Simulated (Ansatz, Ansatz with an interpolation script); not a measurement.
**From a coarse GW mesh to bands everywhere: AcBr3 (P6_3/m)**

Wanted: quasiparticle gap and band widths of AcBr3 (P6_3/m) over the whole zone.

Program: Ansatz 0.2.0. Level of theory: LDA, Wannier functions and G0W0, plane waves, PAW. Results are calculated unless marked as measured.

The database entry behind the starting cell is an old determination (1948), so it need not match the best structure at ambient conditions.

**1. Starting point**

Symmetry: P6_3/m, No. 176, hexagonal system. Conventional cell: a = 8.070 Å, b = 8.070 Å, c = 4.690 Å, α = 90.00°, β = 90.00°, γ = 120.00°. Nearest to Ac lie 9 Br at 3.20 to 3.22 Å. Nearest to Br lie 3 Ac at 3.20 to 3.22 Å. Farther neighbours and most contacts between anions are not listed.

The cell and positions come from the Crystallography Open Database and are kept as given unless a step says otherwise. Spin-orbit coupling is left out unless a step names it.

**2. LDA bands**

Levels along a band path, at the cheap level, show where the edges lie and whether the meshes to come will hold them.

This step: DFT, LDA, plane waves, PAW; PAW set ansatz+soft_1.

input.yaml reads:

```yaml
crystal:
  lattice:
    - [8.07, 0.0, 0.0]
    - [-4.035, 6.9888250085, 0.0]
    - [0.0, 0.0, 4.69]
  atoms:
    - { symbol: Ac, position: [0.3333333333, 0.6666666667, 0.25] }
    - { symbol: Ac, position: [0.6666666667, 0.3333333333, 0.75] }
    - { symbol: Br, position: [0.375, 0.292, 0.25] }
    - { symbol: Br, position: [0.083, 0.375, 0.75] }
    - { symbol: Br, position: [0.708, 0.083, 0.25] }
    - { symbol: Br, position: [0.625, 0.708, 0.75] }
    - { symbol: Br, position: [0.917, 0.625, 0.25] }
    - { symbol: Br, position: [0.292, 0.917, 0.75] }
kpoints:
  mp_grid: { grid: [3, 3, 4] }
  band_path:
    path:
      - [[0.0, 0.0, 0.0], [0.5, 0.0, 0.0], [0.33333333, 0.33333333, 0.0], [0.0, 0.0, 0.0], [0.0, 0.0, 0.5], [0.5, 0.0, 0.5], [0.33333333, 0.33333333, 0.5], [0.0, 0.0, 0.5]]
      - [[0.5, 0.0, 0.5], [0.5, 0.0, 0.0]]
      - [[0.33333333, 0.33333333, 0.5], [0.33333333, 0.33333333, 0.0]]
    npoints: 10
hamiltonian:
  xc: lda
  pseudopotentials: { kind: paw, azcp: { Br: "soft_1/Br.paw.azcp" }, xc_functional: pbe }
scf:
  occupations: { method: fermi_dirac, width: 0.02 }
  n_extra_bands: 140
output:
  eigenvalues: true
  fatbands: true
  write_density: true
  write_potential: true
  elf: true
  volumetric_format: npy
```

The run is started by

```bash
$ ansatz run input.yaml --threads 8 --pin off --max-ram 18432MiB --backend cpu --events-out ev --progress --plain --runs-dir out
```

Numbers of over 12 decimals in the logs are rounded to 6 here.

The program printed:

```text
Ac: projections on atomic orbitals take those of the free atom [Xe 4f14] 5d10 5f0 6s2 6p6 6d1 7s2, of charge +0.00 (hamiltonian.pseudopotentials.projection_atoms); the dataset's partial waves leave at most 8.6e-6 of an orbital's norm unspanned inside its sphere
scf.n_extra_bands = 140 over 42 filled bands (N_el = 84.0): the run solves 182 bands
Engine: ansatz 0.2.0, aarch64-unknown-linux-gnu
Pseudopotentials: kind: paw
Pseudopotential: Ac, paw, valence charge 21, recommended cutoff 590 eV (normal), Ac.paw.azcp
Pseudopotential: Br, paw, valence charge 7, recommended cutoff 420 eV (normal), soft_1/Br.paw.azcp
Functional definition: SPW92
  exchange = slater_x
  correlation = pw_c
Crystal: 8 atoms, lattice volume = 264.515 Å³
Basis set: ecut = 590 eV, 8635 PW (Γ)
Bands: 182, of which v1, the nominal top of the filled ones, is band 42 counted from 1 (41 counted from 0)
Symmetry: 12 space group operations
Space group: P63/m (ITA 176), of the structure as read, at distance tolerance 6.4e-5 Å
k-points: 9 of 36
Non-local potential: Ac, projectors of the file, l = 0: 3, l = 1: 3, l = 2: 3, l = 3: 3
Non-local potential: Br, projectors of the file, l = 0: 2, l = 1: 2, l = 2: 2
PAW form: soft (Blöchl's): semilocal exchange-correlation on the pseudo side does not see the compensation charge
PAW frozen core: Ac, regenerated for the run's functional, and the local potential with it (the file was generated under x = pbe(κ = 0.804, μ = 0.219515), c = pbe(β = 0.066725))
PAW frozen core: Br, regenerated for the run's functional, and the local potential with it (the file was generated under x = pbe(κ = 0.804, μ = 0.219515), c = pbe(β = 0.066725))
PAW one-centre angular grid: Ac, 590 points (default); XC on 64 Gauss nodes
PAW one-centre angular grid: Br, 110 points (default); XC on 64 Gauss nodes
Initial density: superposition of atomic densities (chi_scale 0.1, normalization cell, long waves kept (reshape's long-wave potential 0.07 eV rms))
Initial wavefunctions: pseudopotential atomic-orbital guess
Functional: x = slater, c = lda
SCF iter   1: F=—  HF=-47540.631550 eV  |F-HF|=—  |Δ(HF+E_count)|=         —  Δρ=6.22e-2  dr2=3.51e1  ethr=3.10e-3  ⟨swp⟩=8.7  Hψ=8850  notcnv=0  defer=985
preconditioner: auto → Resta (q_TF=auto, 2.254 Å⁻¹)  ε∞=1.5  [insulator: Δε(μ)=1.798 eV  Ē_g=24.991 eV  σ=0.020 eV  W_gap=1.00  n_scr=56 (ndim 8)  ℏωp=17.7 eV  f_vac=0.064  D(μ)=0.00/eV (n_scr^D=0)  ε∞_Penn≈1.5]
SCF iter   2: F=—  HF=-47533.605374 eV  |F-HF|=—  |Δ(HF+E_count)|=    7.03e0  Δρ=2.62e-2  dr2=4.05e0  ethr=3.10e-3  ⟨swp⟩=2.9  Hψ=2279  notcnv=0  defer=1192
SCF iter   3: F=—  HF=-47532.375339 eV  |F-HF|=—  |Δ(HF+E_count)|=    1.23e0  Δρ=8.72e-3  dr2=2.16e-1  ethr=3.10e-3  ⟨swp⟩=2.7  Hψ=696  notcnv=0  defer=1192
SCF iter   4: F=—  HF=-47532.327503 eV  |F-HF|=—  |Δ(HF+E_count)|=   4.78e-2  Δρ=2.46e-3  dr2=2.30e-2  ethr=2.58e-4  ⟨swp⟩=2.7  Hψ=1158  notcnv=0  defer=1193
SCF iter   5: F=—  HF=-47532.321798 eV  |F-HF|=—  |Δ(HF+E_count)|=   5.71e-3  Δρ=7.47e-4  dr2=2.85e-3  ethr=2.74e-5  ⟨swp⟩=3.1  Hψ=990  notcnv=0  defer=1194
SCF iter   6: F=—  HF=-47532.321113 eV  |F-HF|=—  |Δ(HF+E_count)|=   6.84e-4  Δρ=1.02e-4  dr2=2.70e-5  ethr=3.40e-6  ⟨swp⟩=2.1  Hψ=770  notcnv=0  defer=1194
SCF iter   7: F=—  HF=-47532.320962 eV  |F-HF|=—  |Δ(HF+E_count)|=   1.51e-4  Δρ=2.03e-5  dr2=1.82e-6  ethr=3.21e-8  ⟨swp⟩=2.4  Hψ=1472  notcnv=0  defer=1193
SCF iter   8: F=-47532.320962 eV  HF=-47532.320962 eV  |F-HF|=6.71e-9  |Δ(HF+E_count)|=   6.32e-7  Δρ=3.72e-6  dr2=1.69e-8  ethr=1.19e-10  ⟨swp⟩=14.6  Hψ=17104  notcnv=0
SCF 1 converged in 8 iterations: F = -47532.320962 eV  dr2 = 1.69e-8
[...]
NSCF: frozen V_eff on 93 k-points
SCF converged after 8 iterations
Free energy (F): -47532.320962 eV
Harris-Foulkes:  -47532.320962 eV  (|F-HF|=6.71e-9)
Internal energy: -47532.320962 eV  (E = F + TS)
E sigma→0 (E₀):  -47532.320962 eV
Fermi energy:    6.783220 eV
--- Per-component energies (eV) ---
  E_band       = -1555.066120
  E_kinetic    = 1586.112299
  E_local      = -9767.820734  (includes V_loc(G=0)·N_el)
  E_nonlocal   = 1595.244736
  E_hartree    = 3529.363427
  E_xc         = -2398.033611
  E_vxc        = -1111.291630  (∫ρ·V_xc dr)
  E_paw        = -35953.374273  (= ΣΔE_a)
  E_vpaw       = -916.040613  (= ΣTr[D̂ρ^β])
  E_aug_tail   = 0.001584  (compensation charges beyond the density's cutoff)
  E_ewald      = -6125.772653
  E_core_change = 1.958262  (= ΣΔE_core)
  E_smearing   = -0.000000  (= −TS)
  E_closure    = -0.000000  (closes the sum)
  Σ components = -47532.320962   (vs F -47532.320962, Δ=0.00e0)
--- Band table (eV; the first three rows and the last of 9) ---
  k-point 0: bands = [... 38 lower, 4.2974, 4.8627, 4.8627, 4.8842, 8.6676, 9.3778, 9.4377, 9.4377, ... 136 higher]
  k-point 1: bands = [... 38 lower, 4.1649, 4.2042, 4.5384, 4.5384, 9.1415, 9.4289, 9.4289, 10.1064, ... 136 higher]
  k-point 2: bands = [... 38 lower, 4.4279, 4.4279, 4.4279, 4.4279, 10.1315, 10.1315, 10.1315, 10.1315, ... 136 higher]
  k-point 8: bands = [... 38 lower, 4.5211, 4.5211, 4.5607, 4.5607, 10.1767, 10.1767, 10.2149, 10.2149, ... 136 higher]
```

Wall time 96 s (8 threads of Arm Neoverse V1, shared host); peak memory 5.1 GiB.

This step gave:

```yaml
filled_bands: 42
gap: 3.783 eV
valence_top_at: Γ
conduction_bottom_at: Γ
least_direct_gap: 3.783 eV
```

The gap is direct, at Γ.

Electronic bands along the path, in eV, zero at the top of the highest nominally filled band:

```
    point  band 39  band 40  band 41  band 42  band 43  band 44  band 45  band 46
        Γ    -0.59    -0.02    -0.02     0.00     3.78     4.49     4.55     4.55
  halfway    -0.43    -0.37    -0.17    -0.06     4.02     4.40     4.65     4.78
        M    -0.54    -0.53    -0.33    -0.07     4.24     4.38     4.50     4.86
  halfway    -0.57    -0.43    -0.28    -0.11     4.32     4.40     4.59     4.72
        K    -0.68    -0.32    -0.21    -0.21     4.45     4.45     4.52     4.63
  halfway    -0.55    -0.30    -0.22    -0.07     4.09     4.45     4.55     4.87
        Γ    -0.59    -0.02    -0.02     0.00     3.78     4.49     4.55     4.55
  halfway    -0.72    -0.68    -0.35    -0.35     4.26     4.54     4.54     5.22
        A    -0.46    -0.46    -0.46    -0.46     5.25     5.25     5.25     5.25
  halfway    -0.47    -0.47    -0.39    -0.39     5.14     5.14     5.34     5.34
        L    -0.43    -0.43    -0.26    -0.26     5.02     5.02     5.50     5.50
  halfway    -0.41    -0.41    -0.28    -0.28     5.11     5.11     5.45     5.45
        H    -0.36    -0.36    -0.32    -0.32     5.29     5.29     5.33     5.33
  halfway    -0.44    -0.44    -0.38    -0.38     5.16     5.16     5.32     5.32
        A    -0.46    -0.46    -0.46    -0.46     5.25     5.25     5.25     5.25
jump to L    -0.43    -0.43    -0.26    -0.26     5.02     5.02     5.50     5.50
  halfway    -0.50    -0.37    -0.24    -0.13     4.61     4.70     4.82     5.20
        M    -0.54    -0.53    -0.33    -0.07     4.24     4.38     4.50     4.86
jump to H    -0.36    -0.36    -0.32    -0.32     5.29     5.29     5.33     5.33
  halfway    -0.52    -0.30    -0.23    -0.23     4.71     4.71     4.84     5.25
        K    -0.68    -0.32    -0.21    -0.21     4.45     4.45     4.52     4.63
```

Valence density in the ab plane at fractional z = 0.250, with atoms of Ac and Br within 0.2 Å of it. It is the smooth field of the valence electrons, not physical close to the nuclei.

Values in e/Å³, 12 rows by 16 columns, each cell a mean:
```
 0  0  0  0  0  0  0  0  0  1  1  0  0  0  0  0
 0  0  0  0  0  0  0  0  0  0  0  0  0  0  0  0
 0  0  0  0  0  2  2  1  0  0  0  0  0  0  0  0
 1  0  0  1  4 14  8  1  0  0  0  0  0  0  1  1
 1  0  0  1  7  8  3  0  0  0  0  0  0  1  0  1
 0  0  0  1  1  1  0  0  0  0  0  0  1  1  1  1
 0  0  0  0  0  0  0  1  0  0  0  0  0  0  0  0
 0  0  0  0  0  1  1  1  1  0  0  0  0  0  0  0
 0  0  0  0  1  1  0  1  0  0  0  0  0  0  0  0
 0  0  0  0  1  1  1  0  0  0  0  1  1  1  0  0
 0  0  0  0  0  0  0  0  0  0  1  0  1  1  0  0
 0  0  0  0  0  0  0  0  0  1  1  1  1  0  0  0
```
Columns run along a (8.1 Å), rows up along b (8.1 Å). Atoms in or near the plane, at fractional coordinates: Ac at (0.33, 0.67), Br at (0.37, 0.29), Br at (0.71, 0.08), Br at (0.92, 0.62).

ELF in the ab plane at fractional z = 0.250, with atoms of Ac and Br within 0.2 Å of it. It is the smooth field of the valence electrons, not physical close to the nuclei.

Values, 12 rows by 16 columns, each cell a mean:
```
0.03 0.02 0.01 0.01 0.01 0.01 0.03 0.17 0.57 0.82 0.85 0.79 0.60 0.27 0.03 0.01
0.45 0.30 0.09 0.02 0.03 0.16 0.29 0.28 0.23 0.33 0.36 0.22 0.06 0.02 0.15 0.38
0.83 0.70 0.27 0.11 0.45 0.63 0.62 0.68 0.37 0.05 0.02 0.01 0.04 0.34 0.73 0.85
0.85 0.77 0.26 0.51 0.50 0.10 0.24 0.67 0.31 0.02 0.01 0.04 0.40 0.81 0.74 0.57
0.85 0.53 0.32 0.67 0.33 0.25 0.58 0.43 0.07 0.02 0.02 0.24 0.74 0.74 0.12 0.35
0.58 0.15 0.31 0.64 0.64 0.54 0.33 0.27 0.30 0.14 0.06 0.39 0.79 0.82 0.73 0.81
0.10 0.03 0.07 0.16 0.22 0.45 0.71 0.80 0.74 0.41 0.10 0.30 0.63 0.68 0.57 0.36
0.01 0.01 0.03 0.23 0.68 0.79 0.54 0.75 0.82 0.48 0.09 0.09 0.14 0.12 0.07 0.03
0.01 0.01 0.17 0.67 0.85 0.29 0.17 0.75 0.70 0.22 0.14 0.36 0.49 0.50 0.34 0.09
0.01 0.04 0.44 0.82 0.89 0.78 0.80 0.63 0.22 0.27 0.67 0.81 0.82 0.85 0.69 0.24
0.01 0.08 0.47 0.71 0.75 0.64 0.38 0.11 0.27 0.74 0.70 0.20 0.50 0.89 0.71 0.20
0.00 0.02 0.11 0.18 0.15 0.07 0.03 0.14 0.61 0.85 0.57 0.43 0.82 0.79 0.41 0.05
```
Columns run along a (8.1 Å), rows up along b (8.1 Å). Atoms in or near the plane, at fractional coordinates: Ac at (0.33, 0.67), Br at (0.37, 0.29), Br at (0.71, 0.08), Br at (0.92, 0.62).

**3. Wannier functions (Ac:6d Ac:5f Br:4p) on 6×6×8**

Localised functions give a small Hamiltonian that interpolates between mesh points at no cost.

This step: maximally localised Wannier functions, LDA, plane waves, PAW; PAW set ansatz+soft_1.

input.yaml, the sections that differ from step 2:

```yaml
kpoints:
  mp_grid: { grid: [3, 3, 4] }
scf:
  occupations: { method: fixed }
  n_extra_bands: 140
output:
  wannier:
    kmesh: [6, 6, 8]
    projections:
      - { species: Ac, l: d, shell: 6 }
      - { species: Ac, l: f, shell: 5 }
      - { species: Br, l: p, shell: 4 }
    minimise: true
    write_hr: true
    seedname: w
    conv_tol: 1.0e-06
    max_iter: 20000
    stability_check: false
    disentanglement:
      window: [1.51, 13.26]
      frozen_window: [1.51, 9.37]
      conv_tol: 1.0e-08
# crystal, hamiltonian: as in step 2
```

The program printed:

```text
[...]
Crystal: 8 atoms, lattice volume = 264.515 Å³
Basis set: ecut = 590 eV, 8635 PW (Γ)
Bands: 182, of which v1, the nominal top of the filled ones, is band 42 counted from 1 (41 counted from 0)
Symmetry: 12 space group operations
[...]
k-points: 9 of 36
[...]
SCF iter   1: F=—  HF=-47540.633377 eV  |F-HF|=—  |Δ(HF+E_count)|=         —  Δρ=6.22e-2  dr2=3.51e1  ethr=3.10e-3  ⟨swp⟩=6.0  Hψ=6007  notcnv=0  defer=1188
[...]
SCF iter   8: F=-47532.320962 eV  HF=-47532.320962 eV  |F-HF|=3.08e-8  |Δ(HF+E_count)|=   7.41e-7  Δρ=3.47e-6  dr2=4.43e-8  ethr=1.19e-10  ⟨swp⟩=17.0  Hψ=19786  notcnv=0
SCF 1 converged in 8 iterations: F = -47532.320962 eV  dr2 = 4.43e-8
[...]
NSCF: frozen V_eff on 43 k-points
the Wannier pass solved 43 of the 288 points of its mesh, and has the states at the others by symmetry: states obtained by the crystal's operations at points that were solved too leave a residual of 8.82e-13 eV (read by the count's bands and the next), within 8.33e-6 eV
SCF converged after 8 iterations
Free energy (F): -47532.320962 eV
[...]
Internal energy: -47532.320962 eV  (E = F + TS)
E sigma→0 (E₀):  -47532.320962 eV
Fermi energy:    4.884195 eV
[...]
--- Band table (eV; the first three rows and the last of 9) ---
  k-point 0: bands = [... 38 lower, 4.2974, 4.8627, 4.8627, 4.8842, 8.6676, 9.3778, 9.4377, 9.4377, ... 136 higher]
  k-point 1: bands = [... 38 lower, 4.1649, 4.2042, 4.5384, 4.5384, 9.1415, 9.4289, 9.4289, 10.1064, ... 136 higher]
  k-point 2: bands = [... 38 lower, 4.4280, 4.4280, 4.4280, 4.4280, 10.1315, 10.1315, 10.1315, 10.1315, ... 136 higher]
  k-point 8: bands = [... 38 lower, 4.5211, 4.5211, 4.5608, 4.5608, 10.1766, 10.1766, 10.2149, 10.2149, ... 136 higher]
Wannier search: line search 1 of at most 20000: gauge-dependent spread (as the search counts it) 24.1191858 Å², largest recent change 1.4e0 Å² against conv_tol 1.0e-6 Å², 0 stops escaped
[...]
```

Wall time 9.6 min (8 threads); peak memory 8.7 GiB.

Numbers from this step:

```
gauge-invariant spread     : 88.06 Å²
diagonal spread            : 0.07027 Å²
off-diagonal spread        : 13.83 Å²
total spread               : 102.0 Å²
least projectability       : 0.5552
localisation steps         : 16087
disentanglement steps      : 297
r.m.s. interpolation error : 1.23e-4 eV
r.m.s. error near the gap  : 1.38e-4 eV
```

Near the gap the model misses directly solved bands by 0.1 meV r.m.s. and by 3 meV at most in the window tested. This tests the starting bands, not the corrections carried with them.

Wannier functions, by row, the first 40 of 42 rows:

```
function   x (Å)  y (Å)  z (Å)  spread (Å²)  nearest atom  distance (Å)
       1  -0.289  4.501   0.68        2.854           Ac1         0.593
       2   -0.57  4.583  1.075         2.73           Ac1         0.584
       3   0.315  5.087  1.291        2.643           Ac1         0.544
       4   0.711   4.77  1.193        2.752           Ac1          0.72
       5  -0.579  4.349  1.254        2.762           Ac1         0.662
       6   4.324  2.487   4.01        2.854           Ac2         0.593
       7   4.605  2.406  3.616         2.73           Ac2         0.584
       8    3.72  1.902  3.399        2.642           Ac2         0.544
       9   3.324  2.218  3.497        2.752           Ac2          0.72
      10   4.614  2.641  3.436        2.762           Ac2         0.662
      11   0.314  4.711  1.695        2.992           Ac1         0.612
      12   0.267  5.146  1.019        2.851           Ac1         0.576
      13   0.171  4.149  1.295        2.628           Ac1         0.552
      14  -0.053  4.004  1.103        2.684           Ac1         0.661
      15  -0.146  4.961   0.67        2.925           Ac1         0.604
      16  -0.187  5.351  1.141        2.775           Ac1         0.718
      17   0.047  4.296  1.655        2.945           Ac1         0.606
      18   3.721  2.279  2.995        2.993           Ac2         0.612
      19   3.769  1.842   3.67        2.852           Ac2         0.576
      20   3.864   2.84  3.395        2.628           Ac2         0.552
      21   4.088  2.985  3.587        2.684           Ac2         0.661
      22   4.181  2.028   4.02        2.925           Ac2         0.604
      23   4.223  1.637  3.549        2.775           Ac2         0.718
      24   3.987  2.693  3.035        2.944           Ac2         0.606
      25   1.879  2.042  1.172        1.945           Br3         0.031
      26   1.844  2.073  1.172        2.051           Br3         0.033
      27   1.826  1.991  1.172        1.804           Br3         0.054
      28  -0.829  2.647  3.518        1.952           Br4          0.03
      29  -0.873   2.63  3.517        2.055           Br4         0.031
      30  -0.811  2.577  3.518        1.814           Br4         0.054
      31   5.363  0.605  1.173        1.945           Br5          0.03
      32   5.432  0.586  1.173        1.807           Br5         0.054
      33   5.354  0.559  1.172        2.065           Br5         0.033
      34   2.156  4.947  3.518        1.945           Br6         0.031
      35   2.191  4.916  3.518        2.051           Br6         0.033
      36   2.209  4.998  3.518        1.804           Br6         0.054
      37   4.864  4.342  1.172        1.952           Br7          0.03
      38   4.908  4.358  1.173        2.055           Br7         0.031
      39   4.846  4.412  1.172        1.814           Br7         0.054
      40  -1.328  6.383  3.517        1.945           Br8          0.03
```

Frozen up to 4.48 eV; above it the model need not follow the bands. Electronic bands along the path, in eV, zero at the valence-band top:

```
    point  band 39  band 40  band 41  band 42  band 43  band 44  band 45  band 46
        Γ    -0.59    -0.02    -0.02     0.00     3.78     4.55     4.55     4.95
  halfway    -0.43    -0.37    -0.17    -0.06     4.02     4.40     4.65     4.81
        M    -0.54    -0.53    -0.33    -0.07     4.24     4.38     4.50     4.86
  halfway    -0.57    -0.43    -0.28    -0.11     4.31     4.40     4.59     4.72
        K    -0.68    -0.32    -0.21    -0.21     4.45     4.45     4.53     4.63
  halfway    -0.55    -0.30    -0.22    -0.07     4.09     4.45     4.57     4.90
        Γ    -0.59    -0.02    -0.02     0.00     3.78     4.55     4.55     4.95
  halfway    -0.72    -0.68    -0.35    -0.35     4.26     4.54     4.54     5.23
        A    -0.46    -0.46    -0.46    -0.46     5.25     5.25     5.25     5.25
  halfway    -0.47    -0.47    -0.39    -0.39     5.19     5.19     5.34     5.34
        L    -0.43    -0.43    -0.26    -0.26     5.13     5.13     5.51     5.51
  halfway    -0.41    -0.41    -0.28    -0.28     5.21     5.21     5.49     5.49
        H    -0.36    -0.36    -0.32    -0.32     5.33     5.33     5.46     5.46
  halfway    -0.44    -0.44    -0.38    -0.38     5.22     5.22     5.34     5.34
        A    -0.46    -0.46    -0.46    -0.46     5.25     5.25     5.25     5.25
jump to L    -0.43    -0.43    -0.26    -0.26     5.13     5.13     5.51     5.51
  halfway    -0.50    -0.37    -0.24    -0.13     4.62     4.71     4.83     5.21
        M    -0.54    -0.53    -0.33    -0.07     4.24     4.38     4.50     4.86
jump to H    -0.36    -0.36    -0.32    -0.32     5.33     5.33     5.46     5.46
  halfway    -0.52    -0.30    -0.23    -0.23     4.72     4.72     4.84     5.27
        K    -0.68    -0.32    -0.21    -0.21     4.45     4.45     4.53     4.63
```

The same for Kohn-Sham, solved directly:

```
point  band 39  band 40  band 41  band 42  band 43  band 44  band 45  band 46
    Γ    -0.59    -0.02    -0.02     0.00     3.78     4.49     4.55     4.55
    M    -0.54    -0.53    -0.33    -0.07     4.24     4.38     4.50     4.86
    K    -0.68    -0.32    -0.21    -0.21     4.45     4.45     4.52     4.63
    Γ    -0.59    -0.02    -0.02     0.00     3.78     4.49     4.55     4.55
    A    -0.46    -0.46    -0.46    -0.46     5.25     5.25     5.25     5.25
    L    -0.43    -0.43    -0.26    -0.26     5.02     5.02     5.50     5.50
    H    -0.36    -0.36    -0.32    -0.32     5.29     5.29     5.33     5.33
    A    -0.46    -0.46    -0.46    -0.46     5.25     5.25     5.25     5.25
    L    -0.43    -0.43    -0.26    -0.26     5.02     5.02     5.50     5.50
    M    -0.54    -0.53    -0.33    -0.07     4.24     4.38     4.50     4.86
    H    -0.36    -0.36    -0.32    -0.32     5.29     5.29     5.33     5.33
    K    -0.68    -0.32    -0.21    -0.21     4.45     4.45     4.52     4.63
```

[end of part 1 of 2]

[Paths, hosts, dates, memory and timing lines, banners, echoed tables and standing remarks are left out of the program output.]

[Logs are printed without paths, hosts, clocks, repeated set-up lines and the standing remarks that a program may print on its own settings, such as how far it seeks lower states.]

[Runs of the session that timed out or met a known fault of the program may be left out.]

[Hosts, paths, dates, database ids (printed as entryN), source tags and the programs' standing remarks are cut or masked in the printed files.]
